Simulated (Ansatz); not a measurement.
# Br on Zr(0001): change of the work function

Wanted: Δφ(θ) for Br/Zr(0001), starting from the fcc site.

Calculated with Ansatz 0.2.0; plane-wave DFT, PBE, Ansatz PAW.

## (1) Set-up

The cell holds 4 atoms: 4 Zr. Its edges and angles: a = 3.230 Å, b = 3.230 Å, c = 25.718 Å, α = 90.0°, β = 90.0°, γ = 60.0°. Vacuum lies along c.

As a file:

```cif
data_structure
_symmetry_space_group_name_H-M 'P 1'
_symmetry_Int_Tables_number 1
_cell_length_a 3.2300
_cell_length_b 3.2300
_cell_length_c 25.7181
_cell_angle_alpha 90.000
_cell_angle_beta 90.000
_cell_angle_gamma 60.000
_cell_volume 232.37
loop_
_atom_site_label
_atom_site_type_symbol
_atom_site_fract_x
_atom_site_fract_y
_atom_site_fract_z
_atom_site_occupancy
Zr1 Zr 0.66667 0.66667 0.34995 1
Zr2 Zr 0.00000 0.00000 0.44998 1
Zr3 Zr 0.66667 0.66667 0.55002 1
Zr4 Zr 0.00000 0.00000 0.65005 1
```

## (2) The clean slab

The bare slab comes first, as the zero from which every change is counted. The two lowest layers are held at bulk places and the upper ones relax. The dipole correction removes the false field that a one-sided slab makes across the periodic vacuum, so each face gets a flat vacuum level of its own.

The input, input.yaml:

```yaml
crystal:
  lattice:
    - [3.23, 0.0, 0.0]
    - [1.615, 2.7972620542, 0.0]
    - [0.0, 0.0, 25.718085]
  atoms:
    - { symbol: Zr, position: [0.6666666667, 0.6666666667, 0.3499482951] }
    - { symbol: Zr, position: [0.0, 0.0, 0.449982765] }
    - { symbol: Zr, position: [0.6666666667, 0.6666666667, 0.550017235] }
    - { symbol: Zr, position: [0.0, 0.0, 0.6500517049] }
kpoints:
  mp_grid: { grid: [12, 12, 1] }
hamiltonian:
  xc: pbe
scf:
  occupations: { method: fermi_dirac, width: 0.1 }
  convergence: { dr2_threshold: 1.0e-08 }
efield:
  axis: 3
  dipole_correction: true
  ramp_position: 0.97
  ramp_width: 0.06
relax:
  f_tol: 0.02
  max_steps: 60
  constraints: [{ sites: [0, 1] }]
output:
  write_potential: true
  write_density: true
  volumetric_format: npy
```

Launch:

```sh
ansatz run input.yaml --threads 4 --pin off --max-ram 16384MiB --backend cpu --events-out ev --progress --plain --runs-dir out
```

Standard output:

```text
Engine: ansatz 0.2.0, aarch64-unknown-linux-gnu
Pseudopotentials: kind: paw
Pseudopotential: Zr, paw, valence charge 12, recommended cutoff 420 eV (normal), Zr.paw.azcp
Functional definition: PBE
  parameter kappa = 0.804
  parameter beta = 0.066725
  exchange = pbe_x(kappa = kappa, mu = beta*pi^2/3)
  correlation = pbe_c(beta = beta)
Crystal: 4 atoms, lattice volume = 232.367 Å³
Basis set: ecut = 420 eV, 4609 PW (Γ), exchange–correlation on 48×48×360 points (8 copies of the dense FFT grid, shifted against one another)
Bands: 29, of which v1, the nominal top of the filled ones, is band 24 counted from 1 (23 counted from 0)
Symmetry: 6 space group operations
k-points: 19 of 144 (time reversal used)
Non-local potential: Zr, projectors of the file, l = 0: 3, l = 1: 2, l = 2: 2, l = 3: 2
PAW form: soft (Blöchl's): semilocal exchange-correlation on the pseudo side does not see the compensation charge
PAW one-centre angular grid: Zr, 590 points (default); XC on 64 Gauss nodes
Initial density: superposition of atomic densities (neutral atoms: chi_scale 0, normalization atom), corrected by the library's trained network
Initial wavefunctions: pseudopotential atomic-orbital guess
Functional: x = pbe(κ = 0.804, μ = 0.219515), c = pbe(β = 0.066725)
SCF iter   1: F=—  HF=-16733.557492 eV  |F-HF|=—  |Δ(HF+E_count)|=         —  Δρ=4.44e-3  dr2=5.33e-1  ethr=1.77e-3  p=-0.000 e·Å  D=-3.08e-14 V/Å  ΔV_dip=0.00 eV  dr2_dipole=1.07e-7  V_vac-E_F(+/−)=4.13/4.13 eV  ⟨swp⟩=5.6  Hψ=5350  notcnv=0
efield: sawtooth ramp at fractional position 0.9700 (set: `efield.ramp_position`, or a place that a band, a saddle search or an elastic batch's reference lends), width 0.0600; the density the first Hamiltonian is built on has a dipole p = -0.000 e·Å; the dipole correction subtracts the counter field D = -3.08e-14 V/Å, which shifts the + side's vacuum level by +0.00 eV against the − side's; the planar-averaged density in the ramp window peaks in size at 2.6e-5 e/Å³
automatic band count: the SCF goes on with 34 bands, as 29 were too few: the levels above may hold too much charge
preconditioner: auto → LDOS  [metal: Δε(μ)=0.039 eV  Ē_g=3.166 eV  σ=0.100 eV  W_gap=0.10  n_scr=16 (ndim 8)  ℏωp=9.7 eV  f_vac=0.521  D(μ)=7.16/eV (n_scr^D=48)  β→1.0]
SCF iter   2: F=—  HF=-16733.547518 eV  |F-HF|=—  |Δ(HF+E_count)|=   9.97e-3  Δρ=1.07e-3  dr2=7.25e-3  ethr=1.11e-3  p=0.000 e·Å  D=1.44e-5 V/Å  ΔV_dip=-0.00 eV  dr2_dipole=5.00e-9  V_vac-E_F(+/−)=4.15/4.15 eV  ⟨swp⟩=1.6  Hψ=814  notcnv=0
SCF iter   3: F=—  HF=-16733.548002 eV  |F-HF|=—  |Δ(HF+E_count)|=   4.84e-4  Δρ=4.15e-4  dr2=2.47e-3  ethr=1.51e-5  p=0.000 e·Å  D=3.77e-6 V/Å  ΔV_dip=-0.00 eV  dr2_dipole=2.24e-8  V_vac-E_F(+/−)=4.17/4.17 eV  ⟨swp⟩=2.7  Hψ=1033  notcnv=0
SCF iter   4: F=—  HF=-16733.548012 eV  |F-HF|=—  |Δ(HF+E_count)|=   9.41e-6  Δρ=1.52e-4  dr2=1.70e-4  ethr=5.15e-6  p=0.000 e·Å  D=2.31e-6 V/Å  ΔV_dip=-0.00 eV  dr2_dipole=6.00e-9  V_vac-E_F(+/−)=4.17/4.17 eV  ⟨swp⟩=1.5  Hψ=817  notcnv=0
SCF iter   5: F=—  HF=-16733.548025 eV  |F-HF|=—  |Δ(HF+E_count)|=   1.33e-5  Δρ=4.96e-5  dr2=8.66e-6  ethr=3.55e-7  p=0.000 e·Å  D=5.85e-7 V/Å  ΔV_dip=-0.00 eV  dr2_dipole=1.25e-10  V_vac-E_F(+/−)=4.18/4.18 eV  ⟨swp⟩=2.2  Hψ=881  notcnv=0
SCF iter   6: F=—  HF=-16733.547888 eV  |F-HF|=—  |Δ(HF+E_count)|=   1.38e-4  Δρ=1.68e-5  dr2=1.31e-6  ethr=1.80e-8  p=0.000 e·Å  D=4.06e-7 V/Å  ΔV_dip=-0.00 eV  dr2_dipole=7.59e-11  V_vac-E_F(+/−)=4.18/4.18 eV  ⟨swp⟩=2.1  Hψ=956  notcnv=0
SCF iter   7: F=—  HF=-16733.547888 eV  |F-HF|=—  |Δ(HF+E_count)|=   6.91e-7  Δρ=5.91e-6  dr2=1.27e-7  ethr=2.72e-9  p=0.000 e·Å  D=1.44e-7 V/Å  ΔV_dip=-0.00 eV  dr2_dipole=3.05e-11  V_vac-E_F(+/−)=4.18/4.18 eV  ⟨swp⟩=2.0  Hψ=906  notcnv=0
SCF iter   8: F=-16733.547888 eV  HF=-16733.547888 eV  |F-HF|=4.81e-8  |Δ(HF+E_count)|=   6.78e-8  Δρ=1.61e-6  dr2=6.80e-9  ethr=2.08e-11  p=0.000 e·Å  D=7.53e-8 V/Å  ΔV_dip=-0.00 eV  dr2_dipole=3.42e-12  V_vac-E_F(+/−)=4.18/4.18 eV  ⟨swp⟩=7.9  Hψ=4634  notcnv=0
SCF 1 converged in 8 iterations: F = -16733.547888 eV  dr2 = 6.80e-9
  greatest PAW one-centre occupation: 0.996 electrons in one spin orbital (limit 2), on the Zr atom at site 3 (counted from 0), in its partial waves of l = 0
relax step   1: F+E_penalty+E_count = -16733.54788850 eV  Δ(F+E_penalty+E_count) = +0.000e0 eV  max|allowed force component| = 6.086e-1 eV/Å  Δτ_max = 0.0000 Å  (8 SCF iters, accepted)
Bands: 34, of which v1, the nominal top of the filled ones, is band 24 counted from 1 (23 counted from 0)
Initial density: handed on by an earlier stage of this run
Initial wavefunctions: those handed on with the density
SCF iter   1: F=—  HF=-16733.682253 eV  |F-HF|=—  |Δ(HF+E_count)|=         —  Δρ=8.16e-3  dr2=2.95e0  ethr=3.10e-3  p=0.000 e·Å  D=1.77e-8 V/Å  ΔV_dip=-0.00 eV  dr2_dipole=4.96e-1  V_vac-E_F(+/−)=4.17/4.17 eV  ⟨swp⟩=3.9  Hψ=1617  notcnv=1
efield: sawtooth ramp at fractional position 0.9700 (set: `efield.ramp_position`, or a place that a band, a saddle search or an elastic batch's reference lends), width 0.0600; the density the first Hamiltonian is built on has a dipole p = 0.000 e·Å; the dipole correction subtracts the counter field D = 1.77e-8 V/Å, which shifts the + side's vacuum level by -0.00 eV against the − side's; the planar-averaged density in the ramp window peaks in size at 6.6e-7 e/Å³
preconditioner: auto → LDOS  [metal: Δε(μ)=0.013 eV  Ē_g=3.209 eV  σ=0.100 eV  W_gap=0.03  n_scr=16 (ndim 8)  ℏωp=9.7 eV  f_vac=0.523  D(μ)=6.61/eV (n_scr^D=36)  β→1.0]
SCF iter   2: F=—  HF=-16733.583613 eV  |F-HF|=—  |Δ(HF+E_count)|=   9.86e-2  Δρ=3.85e-3  dr2=1.51e-1  ethr=3.10e-3  p=0.006 e·Å  D=4.52e-3 V/Å  ΔV_dip=-0.12 eV  dr2_dipole=7.53e-3  V_vac-E_F(+/−)=4.08/4.19 eV  ⟨swp⟩=2.1  Hψ=1007  notcnv=0
SCF iter   3: F=—  HF=-16733.575182 eV  |F-HF|=—  |Δ(HF+E_count)|=   8.43e-3  Δρ=1.72e-3  dr2=3.30e-2  ethr=3.14e-4  p=0.002 e·Å  D=1.91e-3 V/Å  ΔV_dip=-0.05 eV  dr2_dipole=1.60e-3  V_vac-E_F(+/−)=4.14/4.19 eV  ⟨swp⟩=2.1  Hψ=1085  notcnv=0
SCF iter   4: F=—  HF=-16733.570447 eV  |F-HF|=—  |Δ(HF+E_count)|=   4.74e-3  Δρ=3.20e-4  dr2=1.62e-3  ethr=6.87e-5  p=0.003 e·Å  D=2.32e-3 V/Å  ΔV_dip=-0.06 eV  dr2_dipole=6.30e-4  V_vac-E_F(+/−)=4.12/4.18 eV  ⟨swp⟩=2.2  Hψ=884  notcnv=0
SCF iter   5: F=—  HF=-16733.570489 eV  |F-HF|=—  |Δ(HF+E_count)|=   4.20e-5  Δρ=8.70e-5  dr2=4.19e-5  ethr=3.38e-6  p=0.003 e·Å  D=2.22e-3 V/Å  ΔV_dip=-0.06 eV  dr2_dipole=4.77e-12  V_vac-E_F(+/−)=4.13/4.18 eV  ⟨swp⟩=1.8  Hψ=842  notcnv=0
[...]
SCF iter   2: F=—  HF=-16733.588224 eV  |F-HF|=—  |Δ(HF+E_count)|=   1.75e-2  Δρ=1.52e-3  dr2=1.85e-2  ethr=1.00e-3  p=0.000 e·Å  D=1.96e-4 V/Å  ΔV_dip=-0.01 eV  dr2_dipole=1.41e-3  V_vac-E_F(+/−)=4.18/4.18 eV  ⟨swp⟩=2.1  Hψ=746  notcnv=0
SCF iter   3: F=—  HF=-16733.587669 eV  |F-HF|=—  |Δ(HF+E_count)|=   5.55e-4  Δρ=9.07e-4  dr2=7.70e-3  ethr=3.86e-5  p=0.002 e·Å  D=1.21e-3 V/Å  ΔV_dip=-0.03 eV  dr2_dipole=1.54e-4  V_vac-E_F(+/−)=4.15/4.18 eV  ⟨swp⟩=2.0  Hψ=1095  notcnv=0
SCF iter   4: F=—  HF=-16733.586442 eV  |F-HF|=—  |Δ(HF+E_count)|=   1.23e-3  Δρ=2.74e-4  dr2=8.39e-4  ethr=1.60e-5  p=0.001 e·Å  D=8.17e-4 V/Å  ΔV_dip=-0.02 eV  dr2_dipole=2.72e-5  V_vac-E_F(+/−)=4.16/4.18 eV  ⟨swp⟩=2.4  Hψ=905  notcnv=0
SCF iter   5: F=—  HF=-16733.586355 eV  |F-HF|=—  |Δ(HF+E_count)|=   8.77e-5  Δρ=8.20e-5  dr2=6.18e-5  ethr=1.75e-6  p=0.001 e·Å  D=5.20e-4 V/Å  ΔV_dip=-0.01 eV  dr2_dipole=1.66e-7  V_vac-E_F(+/−)=4.17/4.18 eV  ⟨swp⟩=2.2  Hψ=858  notcnv=0
SCF iter   6: F=—  HF=-16733.586338 eV  |F-HF|=—  |Δ(HF+E_count)|=   1.64e-5  Δρ=1.74e-5  dr2=2.75e-6  ethr=1.29e-7  p=0.001 e·Å  D=4.48e-4 V/Å  ΔV_dip=-0.01 eV  dr2_dipole=4.50e-8  V_vac-E_F(+/−)=4.17/4.18 eV  ⟨swp⟩=2.4  Hψ=943  notcnv=0
SCF iter   7: F=—  HF=-16733.586204 eV  |F-HF|=—  |Δ(HF+E_count)|=   1.35e-4  Δρ=3.61e-6  dr2=7.10e-8  ethr=5.74e-9  p=0.001 e·Å  D=4.12e-4 V/Å  ΔV_dip=-0.01 eV  dr2_dipole=1.39e-8  V_vac-E_F(+/−)=4.17/4.18 eV  ⟨swp⟩=2.2  Hψ=939  notcnv=0
SCF iter   8: F=-16733.586204 eV  HF=-16733.586204 eV  |F-HF|=4.02e-9  |Δ(HF+E_count)|=   3.15e-8  Δρ=1.22e-6  dr2=9.25e-9  ethr=2.08e-11  p=0.001 e·Å  D=4.07e-4 V/Å  ΔV_dip=-0.01 eV  dr2_dipole=1.17e-9  V_vac-E_F(+/−)=4.17/4.18 eV  ⟨swp⟩=9.7  Hψ=4357  notcnv=0
SCF 3 converged in 8 iterations: F = -16733.586204 eV  dr2 = 9.25e-9
relax step   3: F+E_penalty+E_count = -16733.58620364 eV  Δ(F+E_penalty+E_count) = -1.585e-2 eV  max|allowed force component| = 5.321e-2 eV/Å  Δτ_max = 0.0631 Å  (8 SCF iters, accepted)
SCF iter   1: F=—  HF=-16733.587047 eV  |F-HF|=—  |Δ(HF+E_count)|=         —  Δρ=4.83e-4  dr2=5.16e-3  ethr=3.16e-4  p=0.001 e·Å  D=4.07e-4 V/Å  ΔV_dip=-0.01 eV  dr2_dipole=1.05e-5  V_vac-E_F(+/−)=4.17/4.18 eV  ⟨swp⟩=2.0  Hψ=1029  notcnv=0
efield: sawtooth ramp at fractional position 0.9700 (set: `efield.ramp_position`, or a place that a band, a saddle search or an elastic batch's reference lends), width 0.0600; the density the first Hamiltonian is built on has a dipole p = 0.001 e·Å; the dipole correction subtracts the counter field D = 4.07e-4 V/Å, which shifts the + side's vacuum level by -0.01 eV against the − side's; the planar-averaged density in the ramp window peaks in size at 5.7e-7 e/Å³
preconditioner: auto → LDOS  [metal: Δε(μ)=0.004 eV  Ē_g=3.183 eV  σ=0.100 eV  W_gap=0.01  n_scr=16 (ndim 8)  ℏωp=9.7 eV  f_vac=0.522  D(μ)=6.82/eV (n_scr^D=48)  β→1.0]
SCF iter   2: F=—  HF=-16733.586756 eV  |F-HF|=—  |Δ(HF+E_count)|=   2.91e-4  Δρ=2.72e-4  dr2=1.00e-3  ethr=1.08e-5  p=0.001 e·Å  D=9.51e-4 V/Å  ΔV_dip=-0.02 eV  dr2_dipole=2.26e-5  V_vac-E_F(+/−)=4.15/4.18 eV  ⟨swp⟩=2.1  Hψ=911  notcnv=0
SCF iter   3: F=—  HF=-16733.586698 eV  |F-HF|=—  |Δ(HF+E_count)|=   5.82e-5  Δρ=8.73e-5  dr2=6.36e-5  ethr=2.09e-6  p=0.001 e·Å  D=6.71e-4 V/Å  ΔV_dip=-0.02 eV  dr2_dipole=7.30e-7  V_vac-E_F(+/−)=4.16/4.18 eV  ⟨swp⟩=2.1  Hψ=839  notcnv=0
SCF iter   4: F=—  HF=-16733.586685 eV  |F-HF|=—  |Δ(HF+E_count)|=   1.23e-5  Δρ=2.43e-5  dr2=2.38e-6  ethr=1.32e-7  p=0.001 e·Å  D=6.62e-4 V/Å  ΔV_dip=-0.02 eV  dr2_dipole=5.91e-9  V_vac-E_F(+/−)=4.16/4.18 eV  ⟨swp⟩=2.1  Hψ=1056  notcnv=0
SCF iter   5: F=—  HF=-16733.586552 eV  |F-HF|=—  |Δ(HF+E_count)|=   1.33e-4  Δρ=6.36e-6  dr2=2.65e-7  ethr=4.97e-9  p=0.001 e·Å  D=6.28e-4 V/Å  ΔV_dip=-0.02 eV  dr2_dipole=9.33e-12  V_vac-E_F(+/−)=4.16/4.18 eV  ⟨swp⟩=2.1  Hψ=870  notcnv=0
SCF iter   6: F=—  HF=-16733.586552 eV  |F-HF|=—  |Δ(HF+E_count)|=   9.86e-8  Δρ=2.51e-6  dr2=6.68e-8  ethr=5.53e-10  p=0.001 e·Å  D=6.03e-4 V/Å  ΔV_dip=-0.02 eV  dr2_dipole=4.39e-9  V_vac-E_F(+/−)=4.16/4.18 eV  ⟨swp⟩=2.4  Hψ=944  notcnv=0
SCF iter   7: F=-16733.586552 eV  HF=-16733.586552 eV  |F-HF|=1.51e-9  |Δ(HF+E_count)|=   6.61e-9  Δρ=9.70e-7  dr2=6.99e-9  ethr=2.08e-11  p=0.001 e·Å  D=5.86e-4 V/Å  ΔV_dip=-0.02 eV  dr2_dipole=4.53e-10  V_vac-E_F(+/−)=4.16/4.18 eV  ⟨swp⟩=7.0  Hψ=4305  notcnv=0
SCF 4 converged in 7 iterations: F = -16733.586552 eV  dr2 = 6.99e-9
relax step   4: F+E_penalty+E_count = -16733.58655243 eV  Δ(F+E_penalty+E_count) = -3.488e-4 eV  max|allowed force component| = 8.148e-3 eV/Å  Δτ_max = 0.0117 Å  (7 SCF iters, accepted)
NSCF: frozen V_eff on 19 k-points
the band table was solved once a step of the walk had ended and its energy, with any forces and stress, was formed, with the checks that follow a solve (2926 applications of the Hamiltonian). They found nothing against the state; the energy, forces and stress were not computed again (output.eigenvalues in the input reference)
WARN: The input density's exchange-correlation potential varies sharply where the density is thin. Do not read a vacuum level from v_tot or v_xc, or from such a field of the output density. On a cell that repeats whose density bears no net charge and no dipole along the vacuum's axis use v_es (v_loc + v_h of the components); under efield.dipole_correction with no amplitude use v_es + v_field, which holds any external [...]
SCF converged after 7 iterations
Free energy (F): -16733.586552 eV
Harris-Foulkes:  -16733.586552 eV  (|F-HF|=1.51e-9)
Internal energy: -16733.365929 eV  (E = F + TS)
E sigma→0 (E₀):  -16733.476241 eV
Entropy (-TS):   -0.220623 eV (-55.156 meV/atom)
Fermi energy:    3.221640 eV
Dipole field:    D = 0.000559 V/Å  (p = 0.000718 e·Å, saw-weighted, corrected)
Work function:   Φ+ = 4.1653 eV   Φ− = 4.1797 eV
Levels:          The Fermi level and band energies are counted from a zero that moves with the ramp; work functions are not
--- Per-component energies (eV) ---
  E_band       = -903.791513
  E_kinetic    = 1326.002277
  E_local      = -39066.160086  (includes V_loc(G=0)·N_el)
  E_nonlocal   = 323.579392
  E_hartree    = 18796.930132
  E_xc         = -642.831300
  E_vxc        = -758.598659  (∫ρ·V_xc dr)
  E_paw        = -11816.668411  (= ΣΔE_a)
  E_vpaw       = -322.475559  (= ΣTr[D̂ρ^β])
  E_aug_tail   = 0.000098  (compensation charges beyond the density's cutoff)
  E_efield     = 0.000000  (sawtooth field / dipole correction)
  E_vefield    = -0.000443  (∫n·V_field dr)
  E_ewald      = 14345.781969
  E_smearing   = -0.220623  (= −TS)
  E_closure    = -0.000000  (closes the sum)
  Σ components = -16733.586552   (vs F -16733.586552, Δ=0.00e0)
--- Forces (eV/Å), atoms counted from 1 ---
  atom   1  Zr     0.00000000    -0.00000000     0.45026784
  atom   2  Zr    -0.00000000     0.00000000    -0.44766617
  atom   3  Zr     0.00000000    -0.00000000    -0.00814803
  atom   4  Zr     0.00000000     0.00000000     0.00554616
  max |Σ_I F_I| component: 2.11e-7 eV/Å
--- Band table (eV; the first three rows and the last of 19) ---
  k-point 0: bands = [... 20 lower, 2.9732, 3.2750, 3.7893, 3.8564, 3.9939, 3.9939, 4.0865, 4.0865, ... 6 higher]
  k-point 1: bands = [... 20 lower, 2.8778, 3.2564, 3.5627, 3.6203, 3.8534, 3.9788, 4.1411, 4.2093, ... 6 higher]
  k-point 2: bands = [... 20 lower, 2.5727, 2.9194, 3.0801, 3.3553, 3.5026, 3.6525, 4.0458, 4.2786, ... 6 higher]
  k-point 18: bands = [... 20 lower, 2.1808, 2.4031, 2.4729, 3.2680, 3.2803, 3.3333, 3.3858, 3.4952, ... 6 higher]
--- Relaxed structure (4 steps of the walk, 4 accepted, 0 SCFs on fresh bases) ---
  F+E_penalty+E_count = -16733.58655243 eV   max|allowed force component| = 8.148e-3 eV/Å
  atoms:
    - { symbol: Zr, position: [0.666667, 0.666667, 0.3499482951] }
    - { symbol: Zr, position: [0.0, 0.0, 0.449982765] }
    - { symbol: Zr, position: [0.666667, 0.666667, 0.553889] }
    - { symbol: Zr, position: [-1.312544e-18, -4.428134e-19, 0.648750] }
```

The job ended after 11 s (4 threads of Arm Neoverse V2, shared host; peak memory 0.57 GiB; 41 s of CPU time).

Step by step:

| step | energy less that of the first step (eV) | largest force component (eV/Å) |
| --- | --- | --- |
| 1 | 0.0000 | 0.6086 |
| 2 | -0.0225 | 0.4689 |
| 3 | -0.0383 | 0.0532 |
| 4 | -0.0387 | 0.0081 |

The run keeps the 6 symmetry operations that the program found, so distortions that break them were not tested.

The atoms that moved most (Å):

| atom | dx | dy | dz | length |
| --- | --- | --- | --- | --- |
| Zr3 | 0.000 | 0.000 | 0.100 | 0.100 |
| Zr4 | 0.000 | 0.000 | -0.033 | 0.033 |

The relaxed structure:

```xyz
4
Lattice="3.2300 0.0000 0.0000 1.6150 2.7973 0.0000 0.0000 0.0000 25.7181" Properties=species:S:1:pos:R:3
Zr    3.2300    1.8648    9.0000
Zr    0.0000    0.0000   11.5727
Zr    3.2300    1.8648   14.2450
Zr    0.0000    0.0000   16.6846
```

Read from the output:

| Item | Value |
| --- | --- |
| energy at zero smearing | -16733.4762 eV |
| work function, upper face | 4.165 eV |
| dipole along the normal | 7.18e-4 e·Å |

Running mean over 2.573 Å of the planar mean; the ramp of the sawtooth is left out. The electron's electrostatic potential energy less the Fermi level by z:

z (Å), electron's electrostatic potential energy less the Fermi level (eV) and a bar from the least value:
```
        4       4.18 ##############################
        5       4.15 ##############################
        6       3.92 #############################
        7       2.15 #########################
        8      -5.14 #########
        9      -8.45 #
       10      -8.32 ##
       11      -8.29 ##
       12      -8.16 ##
       13      -7.60 ###
       14      -8.25 ##
       15      -9.02 
       16      -9.04 
       17      -8.19 ##
       18      -2.56 ###############
       19       3.09 ############################
       20       4.03 ##############################
       21       4.15 ##############################
       22       4.16 ##############################
```

The relaxation took 4 steps and lowered the energy by 0.039 eV; the largest force on the free atoms ends at 0.0081 eV/Å.

The work function of the upper face is 4.17 eV.

(Part 1 of 4 ends here.)

[Long decimals in the printed logs are rounded to 6 places.]

[Logs are printed without paths, hosts, clocks, repeated set-up lines and the standing remarks that a program may print on its own settings, such as how far it seeks lower states.]

[Hosts, paths, dates, database ids (printed as entryN), source tags and the programs' standing remarks are cut or masked in the printed files.]

[Maps of the electrostatic potential energy from Ansatz leave out the sawtooth potential of an applied field or a dipole correction, so their vacuum need not be flat; planar profiles and work functions include it.]
